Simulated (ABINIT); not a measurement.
Planning a run of ABINIT 10.8.3 on BP (F-43m). The input:

```
acell 3*1.0 Angstrom
rprim 
  0.000000000000 2.269000000000 2.269000000000
  2.269000000000 0.000000000000 2.269000000000
  2.269000000000 2.269000000000 0.000000000000
ntypat 2
znucl 5 15
natom 2
typat 1 2
xred 
  0.000000000000 0.000000000000 0.000000000000
  0.250000000000 0.250000000000 0.250000000000
pp_dirpath "pseudos"
pseudos "B.upf, P.upf"
ecut 34
ngkpt 6 6 6
nshiftk 1
shiftk 0 0 0
kptopt 1
chksymbreak 0
istwfk *1
occopt 1
irdwfk 1
optdriver 4
nband 25
gwcalctyp 10
ecutsigx 34
symsigma 1
nkptgw 16
kptgw 
  0.0000000000 0.0000000000 0.0000000000
  0.1666666667 0.0000000000 0.0000000000
  0.3333333333 0.0000000000 0.0000000000
  0.5000000000 0.0000000000 0.0000000000
  0.1666666667 0.1666666667 0.0000000000
  0.3333333333 0.1666666667 0.0000000000
  0.5000000000 0.1666666667 0.0000000000
  -0.3333333333 0.1666666667 0.0000000000
  -0.1666666667 0.1666666667 0.0000000000
  0.3333333333 0.3333333333 0.0000000000
  0.5000000000 0.3333333333 0.0000000000
  -0.3333333333 0.3333333333 0.0000000000
  0.5000000000 0.5000000000 0.0000000000
  0.5000000000 0.3333333333 0.1666666667
  -0.3333333333 0.3333333333 0.1666666667
  -0.3333333333 0.5000000000 0.1666666667
bdgw 
  1 8
  1 8
  1 8
  1 8
  1 8
  1 8
  1 8
  1 8
  1 8
  1 8
  1 8
  1 8
  1 8
  1 8
  1 8
  1 8
ecuteps 3.9
irdscr 1
ppmodel 1
irdqps 1
indata_prefix "in"
outdata_prefix "out"
tmpdata_prefix "tmp"
```

```sh
OMP_NUM_THREADS=1 mpirun -n 4 abinit run.abi > log
```

**Question.** Estimate wall time and host memory on 4 MPI ranks of Arm Neoverse V1, shared host.

It took 30 s; on shared hardware allow 15 s to 60 s. Peak host memory was 0.66 GiB.

[Paths, hosts, dates, memory and timing lines, banners, echoed tables and standing remarks are left out of the program output.]

[Logs are printed without paths, hosts, clocks, repeated set-up lines and the standing remarks that a program may print on its own settings, such as how far it seeks lower states.]

[Runs of the session that timed out or met a known fault of the program may be left out.]

[Hosts, paths, dates, database ids (printed as entryN), source tags and the programs' standing remarks are cut or masked in the printed files.]

[G0W0 gaps are taken among the corrected bands and points alone; a level outside them can change the order at an edge.]

[Where Ansatz stands beside ABINIT at settings called matched, ABINIT's density can come from a denser mesh and the files from another edition; pairs whose starting gaps differed by over 0.03 eV were left out, so agreement reads better than it is.]
